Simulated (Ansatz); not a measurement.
# Grüneisen parameters and expansion of Hf (Hafnium, P6_3/mmc), part 2 of 4

Which modes of Hf (Hafnium) drive its thermal expansion?

Ansatz 0.2.0; DFT LDA, scalar-relativistic, plane waves, PAW; PAW set soft_1.

So far. Step 2 (A first coarse run): The start is under -7.6 GPa at this level and looks like a metal on this mesh. Step 4 (Tight relaxation): The residual pressure is 2.1e-4 GPa, small enough for phonons.

**5. Lattice dynamics at this volume, V/V0 1**

The same q-mesh and k-mesh are kept at every volume, so that much of their error can cancel in the differences.

Contents of input.yaml:

```yaml
crystal:
  lattice:
    - [3.1206126457, 0.0, 0.0]
    - [-1.5603063228, 2.7025298265, 0.0]
    - [0.0, 0.0, 4.9394306367]
  atoms:
    - { symbol: Hf, position: [0.3333333333, 0.6666666667, 0.25] }
    - { symbol: Hf, position: [0.6666666667, 0.3333333333, 0.75] }
kpoints:
  mp_grid: { grid: [15, 15, 8] }
hamiltonian:
  xc: lda
  pseudopotentials: { kind: paw, azcp: { folder: soft_1 }, xc_functional: pbe }
scf:
  occupations: { method: methfessel_paxton, width: 0.2 }
  lower_state_search: "off"
output:
  eigenvalues: true
phonons:
  method: dfpt
  qmesh: [3, 3, 2]
  temperatures: { t_max: 1000, t_step: 50 }
  qpath:
    path:
      - [[0.0, 0.0, 0.0], [0.5, 0.0, 0.0], [0.33333333, 0.33333333, 0.0], [0.0, 0.0, 0.0], [0.0, 0.0, 0.5], [0.5, 0.0, 0.5], [0.33333333, 0.33333333, 0.5], [0.0, 0.0, 0.5]]
      - [[0.5, 0.0, 0.5], [0.5, 0.0, 0.0]]
      - [[0.33333333, 0.33333333, 0.0], [0.33333333, 0.33333333, 0.5]]
    npoints: 10
```

The run is started by

```bash
$ ansatz run input.yaml --threads 18 --pin off --max-ram 92160MiB --backend cuda --events-out ev --progress --plain --runs-dir out --max-vram 78GiB
```

Numbers of over 12 decimals in the logs are rounded to 6 here.

Output:

```text
[...]
Crystal: 2 atoms, lattice volume = 41.657 Å³
Basis set: ecut = 420 eV, 809 PW (Γ), exchange–correlation on 48×48×72 points (8 copies of the dense FFT grid, shifted against one another)
Bands: 32, of which v1, the nominal top of the filled ones, is band 26 counted from 1 (25 counted from 0)
Symmetry: 24 space group operations
k-points: 135 of 1800
[...]
SCF iter   1: F=—  HF=-30955.205711 eV  |F-HF|=—  |Δ(HF+E_count)|=         —  Δρ=3.41e-2  dr2=5.68e-1  ethr=3.10e-3  ⟨swp⟩=4.9  Hψ=14778  notcnv=0
[...]
SCF iter   6: F=—  HF=-30954.984787 eV  |F-HF|=—  |Δ(HF+E_count)|=   2.03e-5  S|Δr|=    0.00e0  Δρ=1.30e-4  dr2=5.97e-6  ethr=2.68e-7  ⟨swp⟩=2.1  Hψ=7932  notcnv=0
[...]
SCF iter   9: F=—  HF=-30954.985117 eV  |F-HF|=—  |Δ(HF+E_count)|=   4.61e-9  S|Δr|=    0.00e0  Δρ=1.08e-6  dr2=3.57e-10  ethr=2.29e-11  ⟨swp⟩=2.5  Hψ=7911  notcnv=0
[...]
SCF iter  11: F=-30954.985117 eV  HF=-30954.985117 eV  |F-HF|=0.00e0  |Δ(HF+E_count)|=  3.64e-12  S|Δr|=    0.00e0  Δρ=5.26e-8  dr2=5.61e-13  ethr=1.00e-12  ⟨swp⟩=8.0  Hψ=27460  notcnv=0
the search or the solves at the SCF's close seem to have found levels that the self-consistency loop had missed (the run counts 2). By its estimate they hold under 1e-12 electrons; where the run keeps them, the occupations were computed again with them
SCF 1 converged in 11 iterations: F = -30954.985117 eV  dr2 = 5.61e-13
[...]
NSCF: frozen V_eff on 135 k-points, pencils in batches of 32, up to order 128
[...]
NSCF: frozen V_eff on 135 k-points
[...]
DFPT response loops at q = (0, 0, 0) (fractional): preconditioner auto → Kerker (q_TF=auto, 2.831 Å⁻¹) (partly filled bands, converged f_vac=0.000); β = 1.00, the filter's whole step (`scf.mixing.beta` (0.50) is not read by the response loops under this deck's `scf.mixing.preconditioner`; to damp them name `kerker` or `kerker_dos`, under which they read `scf.mixing.beta`, and type it under 1.00, their step now; both keys bind the ground state too); Anderson in place of MSR1; while a model of the screening serves, it and β = 1 on shorter waves in the place of filter and β
[...]
SCF converged after 11 iterations
[...]
Free energy (F): -30954.985117 eV
[...]
Internal energy: -30954.988464 eV  (E = F + TS)
E sigma→0 (E₀):  -30954.985954 eV
Entropy (-TS):   0.003347 eV (1.674 meV/atom)
Fermi energy:    19.317372 eV
[...]
--- Band table (eV; the first three rows and the last of 135) ---
  k-point 0: bands = [... 22 lower, 11.7076, 15.3493, 20.3336, 20.4153, 20.4153, 20.7164, 21.3070, 21.3070, ... 2 higher]
  k-point 1: bands = [... 22 lower, 11.8651, 15.2975, 20.0733, 20.3246, 20.3246, 20.5843, 21.1768, 21.1768, ... 2 higher]
  k-point 2: bands = [... 22 lower, 12.3181, 15.0770, 19.5763, 20.1949, 20.1949, 20.2333, 20.8723, 20.8723, ... 2 higher]
  k-point 134: bands = [... 22 lower, 17.3661, 17.3661, 17.7616, 17.7616, 19.2182, 19.2182, 21.8749, 21.8749, ... 2 higher]
--- Phonons (Γ-DFPT): 2 representative perturbations + reference (Σ response iterations 8) ---
  ASR residual: 1.207e-5 → 0.000e0 eV/Å²; symmetrization residual: 1.417e-9 eV/Å²
  ASR residual per site (eV/Å²): 1.21e-5 1.21e-5
  Γ frequencies (cm⁻¹): 0.00 0.00 0.00 72.94 72.94 113.01
--- Phonons (arbitrary-q DFPT): 6 irreducible q on the 3×3×2 mesh ---
  q = [0.0000, 0.0000, 0.0000] (star 1, of the zone-centre solve; hermiticity 3.39e-10, symmetrization 1.69e-10): 0.00 0.00 0.00 72.94 72.94 113.01
  q = [0.0000, 0.0000, -0.5000] (star 1, 2 solved perturbations in 395 linear systems a pass and spin channel, the states on 135 of 1800 k-point pairs; hermiticity 2.49e-10, symmetrization 1.25e-10): 48.67 48.67 48.67 48.67 109.53 109.53
[...]
sum rule: each row above includes the acoustic sum rule's correction from the zone centre's row sums; it moved no ω² by more than (0.14 cm⁻¹)²
  mesh force constants: q→R imaginary residual 0.00e0; ASR residual 1.207e-5 → 0.000e0 eV/Å²; symmetrization residual 8.882e-15 eV/Å²
  interpolated dispersion: 93 rows × 6 modes
  density of states and harmonic sums: on the 24×24×14 q-mesh, interpolated from the force constants of a 3×3×2 supercell (no non-analytic term)
  largest difference from the sums on the solved wave vectors: F 3.81e-2 eV, S 5.24e-5 and C_V 1.43e-5 eV/K
  zero-point energy: 0.038688 eV/cell   skipped modes (ω ≤ 0): 3   left out of the sums: 6.20e-5 of the cell's modes: C_V's classical limit lies that fraction below 3 k_B per atom; for a crystal, a wire or a layer, F and S can be off by more, and a phonons.interpolated_qmesh denser along its periods is the remedy for the sampling
```

Wall time 5.5 s (1 × NVIDIA GB200 with 18 threads of Arm Neoverse V2, shared host); peak memory 2.3 GiB; 20 s of CPU time.

This step gave:

```yaml
gamma_frequencies: 0, 0, 0, 72.94, 72.94, 113.0 cm⁻¹ (negative: imaginary)
lowest_frequency_on_the_path: 0 cm⁻¹
zero_point_energy: 0.03869 eV/cell
point_group: 6/mmm
highest_frequency: 161.0 cm⁻¹
debye_temperature_from_the_second_moment: 202 K
```

No LO-TO term. Phonon branches along the path, in cm⁻¹:

| point | branch 1 | branch 2 | branch 3 | branch 4 | branch 5 | branch 6 |
| --- | --- | --- | --- | --- | --- | --- |
| Γ | 0 | 0 | 0 | 73 | 73 | 113 |
| halfway | 47 | 48 | 95 | 102 | 121 | 122 |
| M | 56 | 81 | 118 | 126 | 139 | 148 |
| halfway | 78 | 88 | 115 | 118 | 138 | 152 |
| K | 103 | 103 | 113 | 113 | 114 | 161 |
| halfway | 55 | 63 | 93 | 120 | 122 | 125 |
| Γ | 0 | 0 | 0 | 73 | 73 | 113 |
| halfway | 25 | 25 | 66 | 66 | 68 | 117 |
| A | 49 | 49 | 49 | 49 | 110 | 110 |
| halfway | 82 | 82 | 86 | 86 | 135 | 135 |
| L | 98 | 98 | 100 | 100 | 159 | 159 |
| halfway | 66 | 66 | 126 | 126 | 156 | 156 |
| H | 49 | 49 | 139 | 139 | 151 | 151 |
| halfway | 72 | 72 | 105 | 105 | 139 | 139 |
| A | 49 | 49 | 49 | 49 | 110 | 110 |
| jump to L | 98 | 98 | 100 | 100 | 159 | 159 |
| halfway | 72 | 92 | 108 | 120 | 151 | 152 |
| M | 56 | 81 | 118 | 126 | 139 | 148 |
| jump to K | 103 | 103 | 113 | 113 | 114 | 161 |
| halfway | 73 | 73 | 122 | 138 | 138 | 155 |
| H | 49 | 49 | 139 | 139 | 151 | 151 |

The phonon branches as a text plot (rows in cm⁻¹):

```
    158 |          ****                  *****           *   **
    151 |       ***    *                *     ****        ***  **
    144 |      *  *     *              *          *        *   **
    138 |     * **                    *       ***  *        *   *
    131 |    * *   *   ***                   *   *  *         **
    124 |    *****  * *  *                  *        *     ***
    117 | *** *******  ** ***   **  **            *   *   * ***
    111 |*  **     *****     ***  **       *           *****
    104 |            ** ****      *                *     *
     97 |  *        * *                 ***              *
     91 |   *      *   *   **    *     **           *     *  *
     84 | **    ****   ** * *         *    *             * **
     77 |** *           *    *                       *        *
     70 |      *  *      *    ***    *      *     ***     *
     64 |  *  *          * *    *    *       *       **    *
     57 |    *****               *  *            *    *     *  *
     50 |    *            *       **          ***      **       *
     44 | * *             ***     *
     37 |  **                    *
     30 |  *               **  *
     23 |**                 **  *
     17 | *                  *
     10 |*                   * *
      3 |                     *
         Γ      M    K        Γ   A       L    H       A|L M|K  H
```

Tetrahedra on 24 24 14, mean over bins of 2 cm⁻¹. The phonon density of states by wavenumber; read off at these points:

wavenumber (cm⁻¹), phonon density of states (1/cm⁻¹/cell) and a bar:
```
      5.0     0.0001 
     10.0     0.0004 
     15.0     0.0010 
     20.0     0.0020 #
     25.0     0.0031 #
     30.0     0.0046 ##
     35.0     0.0063 ##
     40.0     0.0086 ###
     45.0     0.0115 ####
     50.0     0.0163 ######
     55.0     0.0261 ##########
     60.0     0.0412 ###############
     65.0     0.0592 ######################
     69.0     0.0798 ##############################
     70.0     0.0742 ############################
     75.0     0.0630 ########################
     80.0     0.0545 #####################
     85.0     0.0496 ###################
     90.0     0.0440 #################
     95.0     0.0373 ##############
    100.0     0.0386 ###############
    105.0     0.0593 ######################
    109.0     0.0664 #########################
    110.0     0.0642 ########################
    115.0     0.0602 #######################
    120.0     0.0786 ##############################
    121.0     0.0792 ##############################
    125.0     0.0612 #######################
    130.0     0.0481 ##################
    135.0     0.0528 ####################
    140.0     0.0547 #####################
    145.0     0.0554 #####################
    150.0     0.0716 ###########################
    151.0     0.0775 #############################
    155.0     0.0430 ################
    160.0     0.0047 ##
```

Harmonic. Thermo, by row:

| T (K) | F_vib (meV/atom) | S (J/mol-atom/K) | C_V (J/mol-atom/K) |
| --- | --- | --- | --- |
| 0 | 19.34 | 0 | 0 |
| 50 | 18.25 | 6.881 | 12.74 |
| 100 | 11.5 | 18.7 | 20.55 |
| 150 | -0.6 | 27.54 | 22.82 |
| 200 | -16.68 | 34.25 | 23.71 |
| 250 | -35.86 | 39.59 | 24.14 |
| 300 | -57.56 | 44.02 | 24.38 |
| 350 | -81.37 | 47.79 | 24.53 |
| 400 | -107 | 51.07 | 24.63 |
| 450 | -134.2 | 53.98 | 24.69 |
| 500 | -162.9 | 56.58 | 24.74 |
| 550 | -192.8 | 58.94 | 24.77 |
| 600 | -223.9 | 61.1 | 24.8 |
| 650 | -256.1 | 63.08 | 24.82 |
| 700 | -289.3 | 64.92 | 24.84 |
| 750 | -323.4 | 66.64 | 24.85 |
| 800 | -358.3 | 68.24 | 24.86 |
| 850 | -394.1 | 69.75 | 24.87 |
| 900 | -430.6 | 71.17 | 24.88 |
| 950 | -467.9 | 72.52 | 24.89 |
| 1000 | -505.8 | 73.79 | 24.89 |

The modes, Hf has structure finer than the step of the table below, so its rows give means over 10 cm⁻¹, whole bins alone (the curve runs from -10 to 176 cm⁻¹). Peaks (cm⁻¹: height): 68.3: 0.0745, 118.6: 0.0763, 150.1: 0.0682.

Phonopy on the run's constants, 21x21x11 mesh, Gaussian sigma 2.0 cm⁻¹. The modes, Hf by wavenumber; means over each step:

| wavenumber (cm⁻¹) | modes, Hf (1/cm⁻¹/cell) |
| --- | --- |
| 0 | 6.8e-5 |
| 10 | 5.4e-4 |
| 20 | 0.00211 |
| 30 | 0.00477 |
| 40 | 0.00870 |
| 50 | 0.0179 |
| 60 | 0.0422 |
| 70 | 0.0688 |
| 80 | 0.0550 |
| 90 | 0.0431 |
| 100 | 0.0441 |
| 110 | 0.0608 |
| 120 | 0.0694 |
| 130 | 0.0511 |
| 140 | 0.0546 |
| 150 | 0.0626 |
| 160 | 0.0141 |
| 170 | 8.2e-6 |

No LO-TO term. Modes at Γ:

| mode | frequency (cm⁻¹) | symmetry |
| --- | --- | --- |
| 1 | 0.0 | - |
| 2 | 0.0 | - |
| 3 | 0.0 | - |
| 4 | 72.9 | E2g |
| 5 | 72.9 | E2g |
| 6 | 113.0 | B1g |

Displacements in mode 5 (72.9 cm⁻¹), the largest set to 1:
```
Hf1  0.00  1.00  0.00
Hf2  0.00 -1.00  0.00
```

Displacements in mode 6 (113.0 cm⁻¹), the largest set to 1:
```
Hf1  0.00  0.00  1.00
Hf2  0.00  0.00 -1.00
```

No mode is imaginary beyond numerical noise at the solved wavevectors.

**6. Relaxing at fixed volume, V/V0 1.015**

The volume is fixed at the new value while shape and atoms relax, so that only the volume differs between members of the series.

The cell differs from the one that the last finished run ended in (a 3.121 → 3.136 Å, b 3.121 → 3.136 Å, c 4.939 → 4.964 Å).

input.yaml, the sections that differ from step 5:

```yaml
crystal:
  lattice:
    - [3.1361383373, 0.0, 0.0]
    - [-1.5680691686, 2.7159754699, 0.0]
    - [0.0, 0.0, 4.9640053229]
  atoms:
    - { symbol: Hf, position: [0.3333333333, 0.6666666667, 0.25] }
    - { symbol: Hf, position: [0.6666666667, 0.3333333333, 0.75] }
output:
  forces: true
  stress: true
  eigenvalues: true
relax:
  adjacent_minimum: "off"
  f_tol: 0.001
  max_steps: 60
  cell: { stress_tol: 0.01, fix: [volume] }
# kpoints, hamiltonian, scf: as in step 5
# phonons: removed
```

Output:

```text
[...]
Crystal: 2 atoms, lattice volume = 42.282 Å³
Basis set: ecut = 420 eV, 833 PW (Γ)
Bands: 32, of which v1, the nominal top of the filled ones, is band 26 counted from 1 (25 counted from 0)
Symmetry: 24 space group operations
[...]
k-points: 135 of 1800
[...]
k-point 134: bands = [... 22 lower, 17.0794, 17.0794, 17.4668, 17.4668, 18.8849, 18.8849, 21.5349, 21.5349, ... 2 higher]
--- Relaxed structure (3 steps of the walk, 3 accepted, 1 SCFs on fresh bases) ---
[...]
cell:  # Å, volume = 42.2818 Å³
    - [3.137115, -2.8876524554102515e-11, 0.0]
    - [-1.568558, 2.716822, 0.0]
    - [0.0, 0.0, 4.960914]
  atoms:
    - { symbol: Hf, position: [0.333333, 0.666667, 0.250000] }
    - { symbol: Hf, position: [0.666667, 0.333333, 0.750000] }
[key lines of the parts left out:]
SCF converged after 5 iterations
Free energy (F): -30954.981661 eV
Fermi energy:    18.999414 eV
P = ⅓ Tr σ = -1.7516 GPa (-17.516 kbar)
```

Elapsed: 3 s, on 1 × NVIDIA GB200 with 18 threads; peak memory 1.1 GiB; 11 s of CPU time.

Little changed from the start: no atom moved by 0.005 Å and no cell edge by 0.1 %.

**7. Lattice dynamics at this volume, V/V0 1.015**

The same q-mesh and k-mesh are kept at every volume, so that much of their error can cancel in the differences.

input.yaml, the sections that differ from step 6:

```yaml
crystal:
  lattice:
    - [3.1371153981, 0.0, 0.0]
    - [-1.568557699, 2.7168216294, 0.0]
    - [0.0, 0.0, 4.9609137059]
  atoms:
    - { symbol: Hf, position: [0.3333333333, 0.6666666667, 0.25] }
    - { symbol: Hf, position: [0.6666666667, 0.3333333333, 0.75] }
output:
  eigenvalues: true
phonons:
  method: dfpt
  qmesh: [3, 3, 2]
  temperatures: { t_max: 1000, t_step: 50 }
  qpath:
    path:
      - [[0.0, 0.0, 0.0], [0.5, 0.0, 0.0], [0.33333333, 0.33333333, 0.0], [0.0, 0.0, 0.0], [0.0, 0.0, 0.5], [0.5, 0.0, 0.5], [0.33333333, 0.33333333, 0.5], [0.0, 0.0, 0.5]]
      - [[0.5, 0.0, 0.5], [0.5, 0.0, 0.0]]
      - [[0.33333333, 0.33333333, 0.0], [0.33333333, 0.33333333, 0.5]]
    npoints: 10
# kpoints, hamiltonian, scf: as in step 6
# relax: removed
```

Output:

```text
[...]
Crystal: 2 atoms, lattice volume = 42.282 Å³
Basis set: ecut = 420 eV, 833 PW (Γ), exchange–correlation on 48×48×72 points (8 copies of the dense FFT grid, shifted against one another)
Bands: 32, of which v1, the nominal top of the filled ones, is band 26 counted from 1 (25 counted from 0)
Symmetry: 24 space group operations
k-points: 135 of 1800
[...]
k-point 134: bands = [... 22 lower, 17.0794, 17.0794, 17.4668, 17.4668, 18.8849, 18.8849, 21.5349, 21.5349, ... 2 higher]
[...]
ASR residual: 1.538e-5 → 0.000e0 eV/Å²; symmetrization residual: 1.398e-9 eV/Å²
  ASR residual per site (eV/Å²): 1.54e-5 1.54e-5
  Γ frequencies (cm⁻¹): 0.00 0.00 0.00 73.94 73.94 107.29
--- Phonons (arbitrary-q DFPT): 6 irreducible q on the 3×3×2 mesh ---
[...]
interpolated dispersion: 93 rows × 6 modes
[...]
[key lines of the parts left out:]
SCF converged after 11 iterations
Free energy (F): -30954.981662 eV
Fermi energy:    18.999414 eV
```

Run time: 5.6 s. Hardware: 1 × NVIDIA GB200 with 18 threads; peak memory 2.3 GiB; 20 s of CPU time.

No mode is imaginary beyond numerical noise at the solved wavevectors. The highest zone-centre mode (no LO–TO term) moved by -5.1 % for a volume change of +1.5 %.

**8. A cell at another volume, V/V0 0.985**

Each volume of the series is relaxed in shape and positions, since modes respond to internal strain as well.

The cell differs from the one that the last finished run ended in (a 3.137 → 3.105 Å, b 3.137 → 3.105 Å, c 4.961 → 4.915 Å).

input.yaml, the sections that differ from step 7:

```yaml
crystal:
  lattice:
    - [3.1049309104, 0.0, 0.0]
    - [-1.5524654552, 2.6889490454, 0.0]
    - [0.0, 0.0, 4.9146089583]
  atoms:
    - { symbol: Hf, position: [0.3333333333, 0.6666666667, 0.25] }
    - { symbol: Hf, position: [0.6666666667, 0.3333333333, 0.75] }
output:
  forces: true
  stress: true
  eigenvalues: true
relax:
  adjacent_minimum: "off"
  f_tol: 0.001
  max_steps: 60
  cell: { stress_tol: 0.01, fix: [volume] }
# kpoints, hamiltonian, scf: as in step 7
# phonons: removed
```

Output:

```text
[...]
Crystal: 2 atoms, lattice volume = 41.032 Å³
Basis set: ecut = 420 eV, 785 PW (Γ)
Bands: 32, of which v1, the nominal top of the filled ones, is band 26 counted from 1 (25 counted from 0)
Symmetry: 24 space group operations
[...]
k-points: 135 of 1800
[...]
k-point 134: bands = [... 22 lower, 17.6608, 17.6608, 18.0654, 18.0654, 19.5618, 19.5618, 22.2237, 22.2237, ... 2 higher]
--- Relaxed structure (3 steps of the walk, 3 accepted, 1 SCFs on fresh bases) ---
[...]
cell:  # Å, volume = 41.0321 Å³
    - [3.103789, 0.0, 0.0]
    - [-1.551895, 2.687960, 0.0]
    - [0.0, 0.0, 4.918226]
  atoms:
    - { symbol: Hf, position: [0.333333, 0.666667, 0.250000] }
    - { symbol: Hf, position: [0.666667, 0.333333, 0.750000] }
[key lines of the parts left out:]
SCF converged after 5 iterations
Free energy (F): -30954.981502 eV
Fermi energy:    19.644852 eV
P = ⅓ Tr σ = 1.8709 GPa (18.709 kbar)
```

The job ended after 2.9 s (1 × NVIDIA GB200 with 18 threads; peak memory 1.1 GiB).

Little changed from the start: no atom moved by 0.005 Å and no cell edge by 0.1 %.

(Part 2 of 4 ends here.)

[Logs are printed without paths, hosts, clocks, repeated set-up lines and the standing remarks that a program may print on its own settings, such as how far it seeks lower states.]

[Hosts, paths, dates, database ids (printed as entryN), source tags and the programs' standing remarks are cut or masked in the printed files.]

[A step with changed settings may run another functional than the one named; its input shows which.]


